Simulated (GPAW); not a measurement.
# Optical response of TiPt3

Aim: the dielectric function of TiPt3, and the optical constants that follow from it. The cell comes from an older database entry, whose edges can differ from later determinations, mostly by under a per cent.

Calculated with GPAW 26.7.0; DFT, PBE, plane-wave PAW (GPAW data sets), scalar-relativistic, RPA, optical limit.

The database entry behind the starting cell is an old determination (1943), so it need not match the best structure at ambient conditions.

## (1) The starting structure

It takes space group Pm-3m (No. 221, cubic). Conventional cell: a = 3.897 Å, b = 3.897 Å, c = 3.897 Å, α = 90.00°, β = 90.00°, γ = 90.00°. Nearest to Pt lie 8 Pt at 2.76 Å and 4 Ti at 2.76 Å. Ti has 12 Pt at 2.76 Å nearest. Farther neighbours are not listed.

## (2) Ground state

First the ground state: is it a metal or has it a gap?

This step: DFT, PBE, plane-wave PAW (GPAW data sets), scalar-relativistic, ground state (GPAW 26.7.0).

The input, gs.py:

```python
from ase import Atoms
from ase.dft.bandgap import bandgap
from gpaw import GPAW, PW, FermiDirac

atoms = Atoms(['Pt', 'Pt', 'Pt', 'Ti'],
              cell=[[3.897000000000, 0.000000000000, 0.000000000000],
                    [0.000000000000, 3.897000000000, 0.000000000000],
                    [0.000000000000, 0.000000000000, 3.897000000000]],
              scaled_positions=[[0.500000000000, 0.500000000000, 0.000000000000],
                                [0.500000000000, 0.000000000000, 0.500000000000],
                                [0.000000000000, 0.500000000000, 0.500000000000],
                                [0.000000000000, 0.000000000000, 0.000000000000]],
              pbc=[True, True, True])
atoms.calc = GPAW(mode=PW(450), xc='PBE', kpts={'size': (6, 6, 6), 'gamma': True},
                  occupations=FermiDirac(0.05), maxiter=150, txt='gs.txt')
print('energy (eV)', atoms.get_potential_energy())
print('Fermi level (eV)', atoms.calc.get_fermi_level())
print('valence electrons', atoms.calc.get_number_of_electrons())
print('gap (eV)', bandgap(atoms.calc, output=None)[0])
print('direct gap (eV)', bandgap(atoms.calc, direct=True, output=None)[0])
atoms.calc.write('gs.gpw')
```

On the command line:

```
> OMP_NUM_THREADS=1 python gs.py
```

Numbers of over 12 decimals in the logs are rounded to 6 here.

Output:

```text
__  _  _
 | _ |_)|_||  |
 |__||  | ||/\| - 26.7.0

Versions:
  Python: 3.12.14
  ASE:    3.29.0
  Numpy:  2.5.5
  Scipy:  1.18.1
  Libxc:  7.0.0

Input parameters:
  mode=PW(ecut=450.000000),
  kpts=MonkhorstPack(size=(6, 6, 6), gamma=True),
  maxiter=150,
  occupations=Occupations(name='fermi-dirac', width=0.05, fixmagmom=False),
  xc=XC(name='PBE')

Diagonalizing LCAO Hamiltonian
Converting LCAO to pw mode
   .---------.
  /|         |
 * |         |
 |Pt         |
 | |         |
 | .--Pt-----.
 |/    Pt   /
 Ti--------*

Atoms  # Å, Bohr magnetons
|   | symbol |        x |        y |        z |    initial magnetic moments |
| 0 |     Pt | 1.948500 | 1.948500 | 0.000000 | ( 0.0000,  0.0000,  0.0000) |
| 1 |     Pt | 1.948500 | 0.000000 | 1.948500 | ( 0.0000,  0.0000,  0.0000) |
| 2 |     Pt | 0.000000 | 1.948500 | 1.948500 | ( 0.0000,  0.0000,  0.0000) |
| 3 |     Ti | 0.000000 | 0.000000 | 0.000000 | ( 0.0000,  0.0000,  0.0000) |

Unit cell  # Å
| periodic |        x |        y |        z |  lengths |    angles |
|      yes | 3.897000 | 0.000000 | 0.000000 | 3.897000 | 90.000000 |
|      yes | 0.000000 | 3.897000 | 0.000000 | 3.897000 | 90.000000 |
|      yes | 0.000000 | 0.000000 | 3.897000 | 3.897000 | 90.000000 |

Number of symmetries: 48
Symmetry operations  # r_c * U_cc + t_c -> r_c
|    | kind |            matrix            |
|  0 |  E   |  1, 0, 0,  0, 1, 0,  0, 0, 1 |
|  1 |  σ   |  1, 0, 0,  0, 1, 0,  0, 0,-1 |
|  2 |  σ   |  1, 0, 0,  0, 0, 1,  0, 1, 0 |
|  3 |  C4  |  1, 0, 0,  0, 0, 1,  0,-1, 0 |
|  4 |  C4  |  1, 0, 0,  0, 0,-1,  0, 1, 0 |
|  5 |  σ   |  1, 0, 0,  0, 0,-1,  0,-1, 0 |
|  6 |  σ   |  1, 0, 0,  0,-1, 0,  0, 0, 1 |
|  7 |  C2  |  1, 0, 0,  0,-1, 0,  0, 0,-1 |
|  8 |  σ   |  0, 1, 0,  1, 0, 0,  0, 0, 1 |
|  9 |  C2  |  0, 1, 0,  1, 0, 0,  0, 0,-1 |
| 10 |  C3  |  0, 1, 0,  0, 0, 1,  1, 0, 0 |
| 11 |  S6  |  0, 1, 0,  0, 0, 1, -1, 0, 0 |
| 12 |  S6  |  0, 1, 0,  0, 0,-1,  1, 0, 0 |
| 13 |  C3  |  0, 1, 0,  0, 0,-1, -1, 0, 0 |
| 14 |  C4  |  0, 1, 0, -1, 0, 0,  0, 0, 1 |
| 15 |  S4  |  0, 1, 0, -1, 0, 0,  0, 0,-1 |
| 16 |  C3  |  0, 0, 1,  1, 0, 0,  0, 1, 0 |
| 17 |  S6  |  0, 0, 1,  1, 0, 0,  0,-1, 0 |
| 18 |  σ   |  0, 0, 1,  0, 1, 0,  1, 0, 0 |
| 19 |  C4  |  0, 0, 1,  0, 1, 0, -1, 0, 0 |
| 20 |  C2  |  0, 0, 1,  0,-1, 0,  1, 0, 0 |
| 21 |  S4  |  0, 0, 1,  0,-1, 0, -1, 0, 0 |
| 22 |  S6  |  0, 0, 1, -1, 0, 0,  0, 1, 0 |
| 23 |  C3  |  0, 0, 1, -1, 0, 0,  0,-1, 0 |
| 24 |  S6  |  0, 0,-1,  1, 0, 0,  0, 1, 0 |
| 25 |  C3  |  0, 0,-1,  1, 0, 0,  0,-1, 0 |
| 26 |  C4  |  0, 0,-1,  0, 1, 0,  1, 0, 0 |
| 27 |  σ   |  0, 0,-1,  0, 1, 0, -1, 0, 0 |
| 28 |  S4  |  0, 0,-1,  0,-1, 0,  1, 0, 0 |
| 29 |  C2  |  0, 0,-1,  0,-1, 0, -1, 0, 0 |
| 30 |  C3  |  0, 0,-1, -1, 0, 0,  0, 1, 0 |
| 31 |  S6  |  0, 0,-1, -1, 0, 0,  0,-1, 0 |
| 32 |  C4  |  0,-1, 0,  1, 0, 0,  0, 0, 1 |
| 33 |  S4  |  0,-1, 0,  1, 0, 0,  0, 0,-1 |
| 34 |  S6  |  0,-1, 0,  0, 0, 1,  1, 0, 0 |
| 35 |  C3  |  0,-1, 0,  0, 0, 1, -1, 0, 0 |
| 36 |  C3  |  0,-1, 0,  0, 0,-1,  1, 0, 0 |
| 37 |  S6  |  0,-1, 0,  0, 0,-1, -1, 0, 0 |
| 38 |  σ   |  0,-1, 0, -1, 0, 0,  0, 0, 1 |
| 39 |  C2  |  0,-1, 0, -1, 0, 0,  0, 0,-1 |
| 40 |  σ   | -1, 0, 0,  0, 1, 0,  0, 0, 1 |
| 41 |  C2  | -1, 0, 0,  0, 1, 0,  0, 0,-1 |
| 42 |  C2  | -1, 0, 0,  0, 0, 1,  0, 1, 0 |
| 43 |  S4  | -1, 0, 0,  0, 0, 1,  0,-1, 0 |
| 44 |  S4  | -1, 0, 0,  0, 0,-1,  0, 1, 0 |
| 45 |  C2  | -1, 0, 0,  0, 0,-1,  0,-1, 0 |
| 46 |  C2  | -1, 0, 0,  0,-1, 0,  0, 0, 1 |
| 47 |  i   | -1, 0, 0,  0,-1, 0,  0, 0,-1 |

BZ-sampling:
  Number of BZ points: 216
  Number of IBZ points: 20

  Monkhorst-Pack size: [6, 6, 6]
  Monkhorst-Pack shift: [0.083333, 0.083333, 0.083333]

K-points  # in reciprocal-cell coordinates
|     |                                coordinates |     weight |
|   0 | (  0.00000000,   0.00000000,   0.00000000) | 0.00462963 |
|   1 | (  0.16666667,   0.00000000,   0.00000000) | 0.02777778 |
|   2 | (  0.16666667,   0.16666667,   0.00000000) | 0.05555556 |
|   3 | (  0.16666667,   0.16666667,   0.16666667) | 0.03703704 |
|   4 | (  0.33333333,   0.00000000,   0.00000000) | 0.02777778 |
|   5 | (  0.33333333,   0.16666667,   0.00000000) | 0.11111111 |
|   6 | (  0.33333333,   0.16666667,   0.16666667) | 0.11111111 |
|   7 | (  0.33333333,   0.33333333,   0.00000000) | 0.05555556 |
|   8 | (  0.33333333,   0.33333333,   0.16666667) | 0.11111111 |
|   9 | (  0.33333333,   0.33333333,   0.33333333) | 0.03703704 |
| ... |                                            |            |
|  19 | (  0.50000000,   0.50000000,   0.50000000) | 0.00462963 |

Plane wave coefficients: 1328
Cutoff: 450.000000 eV

Spin-components: 1 (collinear spins)
Bands:           40
Projectors:      24
Spin-degeneracy: 2
Datatype:        complex128

Parallelization:
  kpt:    1
  domain: 1
  band:   1

Density:
  Valence electrons: 60.0
  Components: 1
  Grid points: [20 20 20]
  Charge: 0.0  # |e|

Potential:
  Grid points: [20 20 20]

species:
  Pt:
    name:    Platinum
    id:
    Z:       78.0
    valence: 16
    core:    62
    charge:  0.0  # [|e|]
    compensation charges:
      type: gauss
      rc: 0.41  # [Å]
      lmax: 2
    cutoffs:
      filter: 2.26  # [Å]
      core: 2.26  # [Å]
    projectors
    | kind |    occ | energy [eV] | rcut [Å] |
    |   6s |  1.000 |      -5.628 |    1.307 |
    |   5p |  6.000 |     -56.051 |    1.371 |
    |   6p |  0.000 |      -0.845 |    1.371 |
    |   5d |  9.000 |      -6.153 |    1.307 |
    |    s |        |      21.583 |    1.307 |
    |    d |        |      21.058 |    1.307 |

    Using partial waves for Pt as LCAO basis

  Ti:
    name:    Titanium
    id:
    Z:       22.0
    valence: 12
    core:    10
    charge:  0.0  # [|e|]
    compensation charges:
      type: gauss
      rc: 0.38  # [Å]
      lmax: 2
    cutoffs:
      filter: 2.23  # [Å]
      core: 1.02  # [Å]
    projectors
    | kind |    occ | energy [eV] | rcut [Å] |
    |   3s |  2.000 |     -62.623 |    1.270 |
    |   4s |  2.000 |      -4.466 |    1.270 |
    |   3p |  6.000 |     -38.862 |    1.058 |
    |   4p |  0.000 |      -1.466 |    1.058 |
    |   3d |  2.000 |      -4.258 |    1.058 |
    |    d |        |      22.953 |    1.058 |

    Using partial waves for Ti as LCAO basis

Reference energy: -1524350.102584  # eV

eigensolver:
  PPCG
  Converge bands: occupied
  niter=2

density mixing:
  MSR1-Mixer
  Pratt-step length: 0.05
  Maximum mixing coefficient: 0.75
  Old densities: 10
  SVD Regularization: 0.005
  Good broyden scale: 1.0
  Trust region scale: 1.0
  Backstep threshold: 4.0
  History deletion threshold: 6.0
  Fourier metric: weight=20.0, sigma=0.015

occupation numbers:
  Fermi-Dirac:
    width: 0.0500  # eV

poisson solver:
  ecut: 3600.000000  # eV

xc functional:
  name: PBE with 2 nearest neighbor stencil

convergence criteria:
- Maximum [total energy] change in last 3 cyles: 0.0005 eV / valence electron
- Maximum integral of absolute [dens]ity change: 0.0001 electrons / valence electron
- Maximum integral of absolute [eigenst]ate change: 4e-08 eV^2 / valence electron
maximum number of iterations: 150

SCF iterations
|iter     |      energy | eigst |  dens |
|iter:   1||  -32.077381 | +0.25 |       |
|iter:   2||  -30.956876 | -1.72 | -1.01 |
|iter:   3||  -30.022480 | -1.97 | -1.18 |
|iter:   4||  -29.270048 | -1.63 | -1.34 |
|iter:   5||  -29.223302 | -2.60 | -1.85 |
|iter:   6||  -29.216141 | -3.09 | -2.27 |
|iter:   7||  -29.218030c| -3.13 | -2.59 |
|iter:   8||  -29.218189c| -5.05 | -3.39 |
|iter:   9||  -29.218177c| -5.02 | -3.55 |
|iter:  10||  -29.218147c| -6.51 | -4.17c|
|iter:  11||  -29.218132c| -7.59c| -4.54c|

Converged in 11 steps
SCF loop duration: 18.550 s (1.686 s/step)
Energy contributions relative to reference atoms: (reference = -1524350.102584)

Energy contributions:
  Kinetic:          -2.124350
  Coulomb:          -4.463864
  Zero:             -1.465404
  External:          0.000000
  Xc:              -21.157442
  Entropy:          -0.014140
  Spinorbit:         0.000000
  ----------------------------
  Free energy:     -29.225202
  Extrapolated:    -29.218132

dipole moment: (-25.844399, -25.844399, -25.844399)  # |e|*Ang

Fermi level: 12.613
Eigenvalues  # (at kpt = [0.000, 0.000, 0.000])
| band index |      eig [eV] | occ [0-2] |
|          0 |       -45.582 |     2.000 |
|        ... |               |           |
|         21 |         8.964 |     2.000 |
|         22 |         8.964 |     2.000 |
|         23 |        10.885 |     2.000 |
|         24 |        10.885 |     2.000 |
|         25 |        12.023 |     2.000 |
|         26 |        12.605 |     1.077 |
|         27 |        12.605 |     1.077 |
|         28 |        12.605 |     1.077 |
|         29 |        13.976 |     0.000 |
|         30 |        13.976 |     0.000 |
|         31 |        14.221 |     0.000 |
|         32 |        14.221 |     0.000 |
|         33 |        14.221 |     0.000 |
|         34 |        14.613 |     0.000 |
|         35 |        14.613 |     0.000 |
|         36 |        14.613 |     0.000 |
|        ... |               |           |
|         39 |        24.569 |     0.000 |

No gap
No difference between direct/indirect transitions

--- standard output ---
energy (eV) -29.218132
Fermi level (eV) 12.612858
valence electrons 60.0
gap (eV) 0.0
direct gap (eV) 0.0
```

The job ended after 22 s (1 thread of Arm Neoverse V1, shared host; peak memory 0.17 GiB).

This step gave:

- energy: -29.22 eV
- Fermi energy: 12.61 eV
- electrons: 60

There are states at the Fermi level within the smearing, so the occupations stay smeared and the carriers get a Drude term.

## (3) Bands for the response

The response needs many more empty bands than the density does.

This step: DFT, PBE, plane-wave PAW (GPAW data sets), scalar-relativistic, bands at fixed density (GPAW 26.7.0).

The input, nscf.py:

```python
from ase.dft.bandgap import bandgap
from gpaw import GPAW, FermiDirac

calc = GPAW('gs.gpw').fixed_density(kpts={'size': (10, 10, 10), 'gamma': True}, nbands=66, convergence={'bands': 60},
                                    occupations=FermiDirac(0.05), txt='nscf.txt')
print('gap (eV)', bandgap(calc, output=None)[0])
print('direct gap (eV)', bandgap(calc, direct=True, output=None)[0])
print('top band over the Fermi level (eV)', min(calc.get_eigenvalues(kpt=k)[59] for k in range(len(calc.get_ibz_k_points()))) - calc.get_fermi_level())
calc.write('full.gpw', mode='all')
```

On the command line:

```
> OMP_NUM_THREADS=1 python nscf.py
```

Output:

```text
Diagonalizing LCAO Hamiltonian
Converting LCAO to pw mode
convergence criteria:
- Maximum integral of absolute [eigenst]ate change: 4e-08 eV^2 / valence electron
maximum number of iterations: 150

SCF iterations
|iter     |      energy | eigst |  dens |
|iter:   1||             | +2.66 |       |
|iter:   2||             | +1.20 |       |
|iter:   3||             | -0.19 |       |
|iter:   4||             | -1.24 |       |
|iter:   5||             | -2.24 |       |
|iter:   6||             | -3.07 |       |
|iter:   7||             | -3.99 |       |
|iter:   8||             | -4.85 |       |
|iter:   9||             | -5.83 |       |
|iter:  10||             | -6.67 |       |
|iter:  11||             | -7.29 |       |
|iter:  12||             | -7.69c|       |
SCF steps: 12
  __  _  _
 | _ |_)|_||  |
 |__||  | ||/\| - 26.7.0

Versions:
  Python: 3.12.14
  ASE:    3.29.0
  Numpy:  2.5.5
  Scipy:  1.18.1
  Libxc:  7.0.0

Input parameters:
  mode=PW(ecut=450.000000),
  convergence={'bands': 60},
  gpts=array([20, 20, 20]),
  kpts=MonkhorstPack(size=(10, 10, 10), gamma=True),
  maxiter=150,
  nbands=66,
  occupations=Occupations(name='fermi-dirac', width=0.05, fixmagmom=False),
  parallel={},
  xc=XC(name='PBE')

--- standard output ---
gap (eV) 0.0
direct gap (eV) 0.0
top band over the Fermi level (eV) 27.039262
```

Run time: 90 s. Hardware: 1 thread; peak memory 0.25 GiB.

(Part 1 of 2 ends here.)

[Machine, clock and banner lines and Python warnings are left out of the logs.]

[Logs are printed without paths, hosts, clocks, repeated set-up lines and the standing remarks that a program may print on its own settings, such as how far it seeks lower states.]

[Hosts, paths, dates, database ids (printed as entryN), source tags and the programs' standing remarks are cut or masked in the printed files.]
